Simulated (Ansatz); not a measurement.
# Decaying states in the gap of Rb2NaBF6

A new crystal, Rb2NaBF6: structure, gap and complex bands. It is built by putting B for In, Na for K in the KRb2InF6 structure of space group I4/m, with the volume rescaled by atomic radii. The parent structure comes from the Materials Project.

Calculated with Ansatz 0.2.0; PBE DFT, plane waves, PAW files, in the first sound run; inputs show where later runs differ.

The structure was built from a prototype and need not be the compound's stable phase.

**1. Set-up**

The structure is tetragonal, space group I4/m (No. 87). The conventional cell has a = 6.204 Å, b = 6.204 Å, c = 8.846 Å, α = 90.00°, β = 90.00°, γ = 90.00°. Nearest to Na lie 6 F at 2.43 to 2.44 Å. Nearest to Rb lie 12 F at 2.89 to 3.37 Å and 4 Na at 3.81 Å and 4 B at 3.81 Å. Nearest to B lie 6 F at 2.00 Å and 8 Rb at 3.81 Å. F has 1 B at 2.00 Å and 1 Na at 2.44 Å and 4 Rb at 2.89 to 3.37 Å nearest. Nearest to F lie 1 B at 2.00 Å and 1 Na at 2.43 Å and 4 Rb at 3.11 Å. It derives from KRb2InF6. B for In, Na for K in the KRb2InF6 structure of space group I4/m. Farther neighbours and most contacts between anions are not listed.

**2. Cell and atoms at rest**

The substituted atoms don't fit the parent's cell, so cell and atoms relax together. A small smearing keeps the run stable in case the gap closes on the way.

Input file input.yaml:

```yaml
crystal:
  lattice:
    - [-3.1020158565, 3.1020158565, 4.4232487871]
    - [3.1020158565, -3.1020158565, 4.4232487871]
    - [3.1020158565, 3.1020158565, -4.4232487871]
  atoms:
    - { symbol: Na, position: [0.5, 0.5, 0.0] }
    - { symbol: Rb, position: [0.75, 0.25, 0.5] }
    - { symbol: Rb, position: [0.25, 0.75, 0.5] }
    - { symbol: B, position: [0.0, 0.0, 0.0] }
    - { symbol: F, position: [0.2631515, 0.1859205, 0.449072] }
    - { symbol: F, position: [0.7368485, 0.8140795, 0.550928] }
    - { symbol: F, position: [0.1859205, 0.7368485, 0.922769] }
    - { symbol: F, position: [0.8140795, 0.2631515, 0.077231] }
    - { symbol: F, position: [0.225712, 0.225712, 0.0] }
    - { symbol: F, position: [0.774288, 0.774288, 0.0] }
kpoints:
  mp_grid: { grid: [6, 6, 6] }
scf:
  occupations: { method: gaussian, width: 0.03 }
hamiltonian:
  xc: pbe
output:
  forces: true
  stress: true
relax:
  f_tol: 0.02
  max_steps: 60
  cell: {}
```

Started as:

```
$ ansatz run input.yaml --threads 2 --pin off --max-ram 4096MiB --backend cpu --events-out ev --progress --plain --runs-dir out
```

Numbers of over 12 decimals in the logs are rounded to 6 here.

What it wrote:

```text
Engine: ansatz 0.2.0, aarch64-unknown-linux-gnu
Pseudopotentials: kind: paw
Pseudopotential: Na, paw, valence charge 9, recommended cutoff 420 eV (normal), Na.paw.azcp
Pseudopotential: Rb, paw, valence charge 9, recommended cutoff 420 eV (normal), Rb.paw.azcp
Pseudopotential: B, paw, valence charge 3, recommended cutoff 420 eV (normal), B.paw.azcp
Pseudopotential: F, paw, valence charge 7, recommended cutoff 420 eV (normal), F.paw.azcp
Functional definition: PBE
  parameter kappa = 0.804
  parameter beta = 0.066725
  exchange = pbe_x(kappa = kappa, mu = beta*pi^2/3)
  correlation = pbe_c(beta = beta)
Crystal: 10 atoms, lattice volume = 170.251 Å³
Basis set: ecut = 420 eV, 3327 PW (Γ), exchange–correlation on 90×90×90 points (8 copies of the dense FFT grid, shifted against one another)
Bands: 46, of which v1, the nominal top of the filled ones, is band 36 counted from 1 (35 counted from 0)
Symmetry: 8 space group operations
Space group: I4/m (ITA 87), of the structure as read, at distance tolerance 5.5e-5 Å
k-points: 36 of 216
Non-local potential: Na, projectors of the file, l = 0: 3, l = 1: 2, l = 2: 1
Non-local potential: Rb, projectors of the file, l = 0: 3, l = 1: 2, l = 2: 2
Non-local potential: B, projectors of the file, l = 0: 2, l = 1: 2, l = 2: 1
Non-local potential: F, projectors of the file, l = 0: 2, l = 1: 2, l = 2: 1
PAW form: soft (Blöchl's): semilocal exchange-correlation on the pseudo side does not see the compensation charge
PAW one-centre angular grid: Na, 110 points (default); XC on 64 Gauss nodes
PAW one-centre angular grid: Rb, 110 points (default); XC on 64 Gauss nodes
PAW one-centre angular grid: B, 110 points (default); XC on 64 Gauss nodes
PAW one-centre angular grid: F, 110 points (default); XC on 64 Gauss nodes
Initial density: superposition of atomic densities (neutral atoms: chi_scale 0, normalization atom), corrected by the library's trained network
Initial wavefunctions: pseudopotential atomic-orbital guess
Functional: x = pbe(κ = 0.804, μ = 0.219515), c = pbe(β = 0.066725)
SCF iter   1: F=—  HF=-13032.376003 eV  |F-HF|=—  |Δ(HF+E_count)|=         —  Δρ=1.86e-3  dr2=3.22e-3  ethr=1.77e-3  ⟨swp⟩=6.2  Hψ=7012  notcnv=0  defer=27
preconditioner: auto → Resta (q_TF=auto, 2.364 Å⁻¹)  ε∞=3.0  [insulator: Δε(μ)=3.390 eV  Ē_g=16.760 eV  σ=0.030 eV  W_gap=1.00  n_scr=34 (ndim 8)  ℏωp=23.8 eV  f_vac=0.092  D(μ)=0.00/eV (n_scr^D=0)  ε∞_Penn≈3.0]
SCF iter   2: F=—  HF=-13032.375710 eV  |F-HF|=—  |Δ(HF+E_count)|=   2.92e-4  Δρ=1.03e-3  dr2=9.17e-4  ethr=4.47e-6  ⟨swp⟩=2.4  Hψ=3243  notcnv=0  defer=170
SCF iter   3: F=—  HF=-13032.375980 eV  |F-HF|=—  |Δ(HF+E_count)|=   2.70e-4  Δρ=2.98e-4  dr2=1.00e-4  ethr=1.27e-6  ⟨swp⟩=2.1  Hψ=2588  notcnv=0  defer=170
SCF iter   4: F=—  HF=-13032.375978 eV  |F-HF|=—  |Δ(HF+E_count)|=   2.30e-6  Δρ=9.46e-5  dr2=1.74e-5  ethr=1.39e-7  ⟨swp⟩=2.1  Hψ=2609  notcnv=0  defer=170
SCF iter   5: F=—  HF=-13032.376104 eV  |F-HF|=—  |Δ(HF+E_count)|=   1.26e-4  Δρ=4.38e-5  dr2=1.91e-6  ethr=2.41e-8  ⟨swp⟩=2.0  Hψ=2742  notcnv=0  defer=170
SCF iter   6: F=—  HF=-13032.376104 eV  |F-HF|=—  |Δ(HF+E_count)|=   1.11e-7  Δρ=1.19e-5  dr2=1.56e-7  ethr=2.65e-9  ⟨swp⟩=2.0  Hψ=2646  notcnv=0  defer=170
SCF iter   7: F=—  HF=-13032.376104 eV  |F-HF|=—  |Δ(HF+E_count)|=   1.35e-7  Δρ=1.13e-5  dr2=1.38e-7  ethr=1.39e-10  ⟨swp⟩=4.0  Hψ=5028  notcnv=0
SCF iter   8: F=-13032.376104 eV  HF=-13032.376104 eV  |F-HF|=5.42e-9  |Δ(HF+E_count)|=   2.06e-8  Δρ=2.06e-6  dr2=4.63e-9  ethr=1.39e-10  ⟨swp⟩=2.0  Hψ=5264  notcnv=0
SCF 1 converged in 8 iterations: F = -13032.376104 eV  dr2 = 4.63e-9
  greatest PAW one-centre occupation: 0.999 electrons in one spin orbital (limit 2), on the Na atom at site 0 (counted from 0), in its partial waves of l = 0
relax step   1: F+E_penalty+E_count = -13032.37610433 eV  Δ(F+E_penalty+E_count) = +0.000e0 eV  max|allowed force component| = 2.450e0 eV/Å  Δτ_max = 0.0000 Å  P = -11.179 GPa  Ω = 170.251 Å³  (8 SCF iters, dr2 threshold 1.00e-7 eV, accepted)
Crystal: 10 atoms, lattice volume = 146.814 Å³
Basis set: ecut = 420 eV, 2839 PW (Γ), exchange–correlation on 90×90×90 points (8 copies of the dense FFT grid, shifted against one another)
Initial density: handed on by an earlier stage of this run
Initial wavefunctions: those handed on with the density
iter 1 solved again at ethr=8.82e-4 eV; its pass at ethr=3.10e-3 eV (dr2=6.35e-1 eV) is discarded
SCF iter   1: F=—  HF=-13035.827611 eV  |F-HF|=—  |Δ(HF+E_count)|=         —  Δρ=3.90e-2  dr2=6.34e-1  ethr=8.82e-4  ⟨swp⟩=1.7  Hψ=8866  notcnv=0
preconditioner: auto → Resta (q_TF=auto, 2.423 Å⁻¹)  ε∞=2.9  [insulator: Δε(μ)=5.706 eV  Ē_g=18.586 eV  σ=0.030 eV  W_gap=1.00  n_scr=26 (ndim 8)  ℏωp=25.6 eV  f_vac=0.064  D(μ)=0.00/eV (n_scr^D=0)  ε∞_Penn≈2.9]
SCF iter   2: F=—  HF=-13035.735511 eV  |F-HF|=—  |Δ(HF+E_count)|=   9.21e-2  Δρ=1.95e-2  dr2=1.43e-1  ethr=8.80e-4  ⟨swp⟩=3.4  Hψ=2885  notcnv=0  defer=5
SCF iter   3: F=—  HF=-13035.723200 eV  |F-HF|=—  |Δ(HF+E_count)|=   1.23e-2  Δρ=3.86e-3  dr2=1.07e-2  ethr=1.99e-4  ⟨swp⟩=3.0  Hψ=2978  notcnv=0  defer=133
SCF iter   4: F=—  HF=-13035.721164 eV  |F-HF|=—  |Δ(HF+E_count)|=   2.04e-3  Δρ=9.55e-4  dr2=1.08e-3  ethr=1.48e-5  ⟨swp⟩=2.0  Hψ=2775  notcnv=0  defer=135
SCF iter   5: F=—  HF=-13035.721180 eV  |F-HF|=—  |Δ(HF+E_count)|=   1.58e-5  Δρ=3.18e-4  dr2=9.33e-5  ethr=1.50e-6  ⟨swp⟩=2.0  Hψ=2587  notcnv=0  defer=135
SCF iter   6: F=—  HF=-13035.721247 eV  |F-HF|=—  |Δ(HF+E_count)|=   6.69e-5  Δρ=1.42e-4  dr2=1.73e-5  ethr=1.30e-7  ⟨swp⟩=2.0  Hψ=2810  notcnv=0  defer=135
SCF iter   7: F=—  HF=-13035.721248 eV  |F-HF|=—  |Δ(HF+E_count)|=   1.16e-6  Δρ=4.59e-5  dr2=1.67e-6  ethr=2.40e-8  ⟨swp⟩=2.0  Hψ=2564  notcnv=0  defer=135
SCF iter   8: F=-13035.721248 eV  HF=-13035.721248 eV  |F-HF|=4.60e-8  |Δ(HF+E_count)|=   1.13e-7  Δρ=8.63e-6  dr2=1.00e-7  ethr=1.39e-9  ⟨swp⟩=4.0  Hψ=4974  notcnv=0
SCF 2 converged in 8 iterations: F = -13035.721248 eV  dr2 = 1.00e-7
relax step   2: F+E_penalty+E_count = -13035.72124804 eV  Δ(F+E_penalty+E_count) = -3.345e0 eV  max|allowed force component| = 1.168e0 eV/Å  Δτ_max = 0.1824 Å  P = -5.006 GPa  Ω = 146.814 Å³  energy of the carried Pulay correction = +6.671e-2 eV  (8 SCF iters, dr2 threshold 1.00e-6 eV, accepted)
Crystal: 10 atoms, lattice volume = 134.732 Å³
Basis set: ecut = 420 eV, 2685 PW (Γ), exchange–correlation on 90×90×90 points (8 copies of the dense FFT grid, shifted against one another)
iter 1 solved again at ethr=5.08e-4 eV; its pass at ethr=3.10e-3 eV (dr2=3.66e-1 eV) is discarded
[...]
relax step   3: F+E_penalty+E_count = -13035.58110106 eV  Δ(F+E_penalty+E_count) = +1.401e-1 eV  max|allowed force component| = 2.211e0 eV/Å  Δτ_max = 0.1925 Å  P = +8.472 GPa  Ω = 134.732 Å³  energy of the carried Pulay correction = +1.051e-1 eV  (7 SCF iters, dr2 threshold 1.00e-6 eV, rejected (line search))
[... from here on, the SCF cycles and remarks between the steps are left out ...]
relax step   4: F+E_penalty+E_count = -13036.09974321 eV  Δ(F+E_penalty+E_count) = -3.785e-1 eV  max|allowed force component| = 3.933e-1 eV/Å  Δτ_max = 0.0937 Å  P = -1.808 GPa  Ω = 142.317 Å³  energy of the carried Pulay correction = +8.067e-2 eV  (10 SCF iters, accepted)
relax step   5: F+E_penalty+E_count = -13036.16873105 eV  Δ(F+E_penalty+E_count) = -6.899e-2 eV  max|allowed force component| = 6.966e-2 eV/Å  Δτ_max = 0.1000 Å  P = -0.635 GPa  Ω = 140.969 Å³  energy of the carried Pulay correction = +8.493e-2 eV  (6 SCF iters, dr2 threshold 1.00e-6 eV, accepted)
relax step   6: F+E_penalty+E_count = -13036.17794445 eV  Δ(F+E_penalty+E_count) = -9.213e-3 eV  max|allowed force component| = 3.232e-2 eV/Å  Δτ_max = 0.0466 Å  P = -0.218 GPa  Ω = 140.225 Å³  energy of the carried Pulay correction = +8.729e-2 eV  (5 SCF iters, dr2 threshold 1.00e-6 eV, accepted)
relax step   7: F+E_penalty+E_count = -13036.18241084 eV  Δ(F+E_penalty+E_count) = -4.466e-3 eV  max|allowed force component| = 8.824e-3 eV/Å  Δτ_max = 0.0063 Å  P = +0.003 GPa  Ω = 139.229 Å³  energy of the carried Pulay correction = +9.048e-2 eV  (5 SCF iters, dr2 threshold 2.15e-7 eV, accepted)
relax step   8: F+E_penalty+E_count = -13036.18277217 eV  Δ(F+E_penalty+E_count) = -3.613e-4 eV  max|allowed force component| = 5.529e-4 eV/Å  Δτ_max = 0.0016 Å  P = +0.007 GPa  Ω = 139.135 Å³  energy of the carried Pulay correction = +9.078e-2 eV  (6 SCF iters, dr2 threshold 7.87e-9 eV, accepted)
relax step   9: F+E_penalty+E_count = -13036.15539991 eV  Δ(F+E_penalty+E_count) = +2.737e-2 eV  max|allowed force component| = 2.795e-3 eV/Å  Δτ_max = 0.0000 Å  P = -0.519 GPa  Ω = 139.135 Å³  stress off target by 5.63e-1 GPa  SCF on the basis re-selected at this cell (its energy is not comparable with the rows above)  (8 SCF iters)
relax step  10: F+E_penalty+E_count = -13036.16268095 eV  Δ(F+E_penalty+E_count) = -7.281e-3 eV  max|allowed force component| = 4.268e-3 eV/Å  Δτ_max = 0.0059 Å  P = +0.007 GPa  Ω = 137.594 Å³  energy of the carried Pulay correction = +4.849e-3 eV  (5 SCF iters, dr2 threshold 7.93e-7 eV, accepted)
relax step  11: F+E_penalty+E_count = -13036.15817355 eV  Δ(F+E_penalty+E_count) = +4.507e-3 eV  max|allowed force component| = 4.871e-3 eV/Å  Δτ_max = 0.0000 Å  P = -0.050 GPa  Ω = 137.594 Å³  stress off target by 5.97e-2 GPa  SCF on the basis re-selected at this cell (its energy is not comparable with the rows above)  (7 SCF iters)
relax step  12: F+E_penalty+E_count = -13036.15851751 eV  Δ(F+E_penalty+E_count) = -3.440e-4 eV  max|allowed force component| = 3.317e-4 eV/Å  Δτ_max = 0.0037 Å  P = -0.006 GPa  Ω = 137.495 Å³  energy of the carried Pulay correction = +3.186e-4 eV  (6 SCF iters, dr2 threshold 8.90e-9 eV, accepted)
iter 1 solved again at ethr=1.05e-7 eV; its pass at ethr=3.10e-3 eV (dr2=7.58e-5 eV) is discarded
SCF iter   1: F=—  HF=-13036.158279 eV  |F-HF|=—  |Δ(HF+E_count)|=         —  Δρ=8.96e-6  dr2=6.10e-8  ethr=1.05e-7  ⟨swp⟩=3.8  Hψ=12608  notcnv=0
preconditioner: auto → Resta (q_TF=auto, 2.449 Å⁻¹)  ε∞=2.9  [insulator: Δε(μ)=6.310 eV  Ē_g=19.198 eV  σ=0.030 eV  W_gap=1.00  n_scr=26 (ndim 8)  ℏωp=26.5 eV  f_vac=0.075  D(μ)=0.00/eV (n_scr^D=0)  ε∞_Penn≈2.9]
SCF iter   2: F=—  HF=-13036.158356 eV  |F-HF|=—  |Δ(HF+E_count)|=   7.73e-5  Δρ=6.93e-6  dr2=2.87e-8  ethr=8.47e-11  ⟨swp⟩=3.0  Hψ=3402  notcnv=0
SCF iter   3: F=—  HF=-13036.158356 eV  |F-HF|=—  |Δ(HF+E_count)|=   3.56e-9  Δρ=4.04e-6  dr2=9.27e-9  ethr=3.99e-11  ⟨swp⟩=2.0  Hψ=1908  notcnv=0
SCF iter   4: F=—  HF=-13036.158356 eV  |F-HF|=—  |Δ(HF+E_count)|=   3.78e-9  Δρ=1.14e-6  dr2=8.11e-10  ethr=1.29e-11  ⟨swp⟩=2.0  Hψ=2634  notcnv=0
SCF iter   5: F=—  HF=-13036.158356 eV  |F-HF|=—  |Δ(HF+E_count)|=  6.75e-10  Δρ=3.38e-7  dr2=1.22e-10  ethr=1.13e-12  ⟨swp⟩=2.0  Hψ=2952  notcnv=0
SCF iter   6: F=-13036.158356 eV  HF=-13036.158356 eV  |F-HF|=1.46e-11  |Δ(HF+E_count)|=  1.09e-11  Δρ=1.50e-7  dr2=2.94e-11  ethr=1.00e-12  ⟨swp⟩=4.0  Hψ=5133  notcnv=0
SCF 13 converged in 6 iterations: F = -13036.158356 eV  dr2 = 2.94e-11
relax step  13: F+E_penalty+E_count = -13036.15835584 eV  Δ(F+E_penalty+E_count) = +1.617e-4 eV  max|allowed force component| = 3.286e-4 eV/Å  Δτ_max = 0.0000 Å  P = -0.008 GPa  Ω = 137.495 Å³  stress off target by 8.61e-3 GPa  SCF on the basis re-selected at this cell (its energy is not comparable with the rows above)  (6 SCF iters)
basis re-selected at this cell: Δ(F+E_penalty+E_count) = +1.617e-4 eV, ΔP = -0.002 GPa vs the last step (what re-selecting the basis moved, of the pressure what is left beyond the Pulay correction that the steps carried, after the strain that the cell walked since its last selection, with what the two solves' SCF thresholds leave and, on support functions, any second-order correction that the steps lacked; it is no m [...]
SCF converged after 6 iterations
Free energy (F): -13036.158356 eV
Harris-Foulkes:  -13036.158356 eV  (|F-HF|=1.46e-11)
Internal energy: -13036.158356 eV  (E = F + TS)
E sigma→0 (E₀):  -13036.158356 eV
Fermi energy:    5.923363 eV
--- Per-component energies (eV) ---
  E_band       = -506.695045
  E_kinetic    = 1796.069082
  E_local      = -5832.064090  (includes V_loc(G=0)·N_el)
  E_nonlocal   = 911.647592
  E_hartree    = 2055.038772
  E_xc         = -814.111278
  E_vxc        = -979.984466  (∫ρ·V_xc dr)
  E_paw        = -6780.461822  (= ΣΔE_a)
  E_vpaw       = -512.453233  (= ΣTr[D̂ρ^β])
  E_aug_tail   = 0.012532  (compensation charges beyond the density's cutoff)
  E_ewald      = -4372.289144
  E_smearing   = -0.000000  (= −TS)
  E_closure    = -0.000000  (closes the sum)
  Σ components = -13036.158356   (vs F -13036.158356, Δ=0.00e0)
--- Forces (eV/Å), atoms counted from 1 ---
  atom   1  Na    -0.00000000    -0.00000000     0.00000000
  atom   2  Rb     0.00000000     0.00000000    -0.00000000
  atom   3  Rb    -0.00000000    -0.00000000     0.00000000
  atom   4  B      0.00000000    -0.00000000    -0.00000000
  atom   5  F      0.00012214     0.00012262     0.00000000
  atom   6  F     -0.00012214    -0.00012262     0.00000000
  atom   7  F     -0.00012262     0.00012214    -0.00000000
  atom   8  F      0.00012262    -0.00012214     0.00000000
  atom   9  F      0.00000000     0.00000000    -0.00032861
  atom  10  F     -0.00000000    -0.00000000     0.00032861
  max |Σ_I F_I| component: 3.48e-18 eV/Å
--- Stress (GPa, compression-positive) ---
       -0.007177      -0.000000       0.000000
        0.000000      -0.007177      -0.000000
        0.000000      -0.000000      -0.008607
  P = ⅓ Tr σ = -0.0077 GPa (-0.077 kbar)
--- Relaxed structure (10 steps of the walk, 9 accepted, 3 SCFs on fresh bases) ---
  F+E_penalty+E_count = -13036.15835584 eV   max|allowed force component| = 3.286e-4 eV/Å   (the final SCF, on the basis selected at the relaxed cell)
  cell:  # Å, volume = 137.4952 Å³
    - [-2.896572, 2.896572, 4.096934]
    - [2.896572, -2.896572, 4.096934]
    - [2.896572, 2.896572, -4.096934]
  atoms:
    - { symbol: Na, position: [0.500000, 0.500000, -4.486903366440868e-19] }
    - { symbol: Rb, position: [0.750000, 0.25, 0.500000] }
    - { symbol: Rb, position: [0.25, 0.750000, 0.500000] }
    - { symbol: B, position: [-6.197026521934164e-19, -1.0692667772243392e-18, -4.486903366440785e-19] }
    - { symbol: F, position: [0.202919, 0.202919, 0.405838] }
    - { symbol: F, position: [0.797081, 0.797081, 0.594162] }
    - { symbol: F, position: [0.202919, 0.797081, 1.000000] }
    - { symbol: F, position: [0.797081, 0.202919, -6.986406930753475e-8] }
    - { symbol: F, position: [0.203176, 0.203176, -4.486903366440799e-19] }
    - { symbol: F, position: [0.796824, 0.796824, -4.486903366440796e-19] }
```

It took 73 s on 2 threads of Arm Neoverse V2, shared host; peak memory 0.57 GiB.

Step by step:

```
step  energy less that of the first step (eV)  largest force component (eV/Å)  pressure (GPa)  volume (Å³)
   1                                   0.0000                          2.4499          -11.18       170.25
   2                                  -3.3451                          1.1676           -5.01       146.81
   3                                  -3.2050                          2.2111            8.47       134.73
   4                                  -3.7236                          0.3933           -1.81       142.32
   5                                  -3.7926                          0.0697           -0.64       140.97
   6                                  -3.8018                          0.0323           -0.22       140.22
   7                                  -3.8063                          0.0088            0.00       139.23
   8                                  -3.8067                          0.0006            0.01       139.14
  9*                                  -3.7793                          0.0028           -0.52       139.14
  10                                  -3.7866                          0.0043            0.01       137.59
 11*                                  -3.7821                          0.0049           -0.05       137.59
  12                                  -3.7824                          0.0003           -0.01       137.50
 13*                                  -3.7823                          0.0003           -0.01       137.50
```

Relaxation steps marked * repeat the geometry before them on a plane-wave basis chosen anew for their cell, so energy and pressure can jump there. Relaxation step 3 was tried and not accepted.

The run keeps the 8 symmetry operations that it works with, so distortions that break them were not tested.

```
     cell as run  before   after   change
           a (Å)   6.230   5.794   -7.0 %
           b (Å)   6.230   5.794   -7.0 %
           c (Å)   6.230   5.794   -7.0 %
           α (°)  120.27  120.00   -0.2 %
           β (°)  120.27  120.00   -0.2 %
           γ (°)   89.53   89.99   +0.5 %
volume (Å³/atom)   17.03   13.75  -19.2 %
```

The atoms that moved most (Å, as changes of fractional coordinates times the final cell):

```
atom      dx      dy      dz  length
  F6  -0.098   0.349   0.000   0.363
  F7   0.349   0.098   0.000   0.363
  F8  -0.349  -0.098   0.000   0.363
  F5   0.098  -0.349   0.000   0.363
 F10   0.000   0.000   0.185   0.185
  F9   0.000   0.000  -0.185   0.185
```

Numbers from this step:

| Item | Value |
| --- | --- |
| free energy | -13036.1584 eV |
| Fermi energy | 5.923 eV |
| pressure | -0.007654 GPa |

The largest force component on a free atom ends at 3.3e-4 eV/Å.

[end of part 1 of 3]

[Logs are printed without paths, hosts, clocks, repeated set-up lines and the standing remarks that a program may print on its own settings, such as how far it seeks lower states.]

[Hosts, paths, dates, database ids (printed as entryN), source tags and the programs' standing remarks are cut or masked in the printed files.]

[New means built here by substitution; the compound itself may be known and measured.]
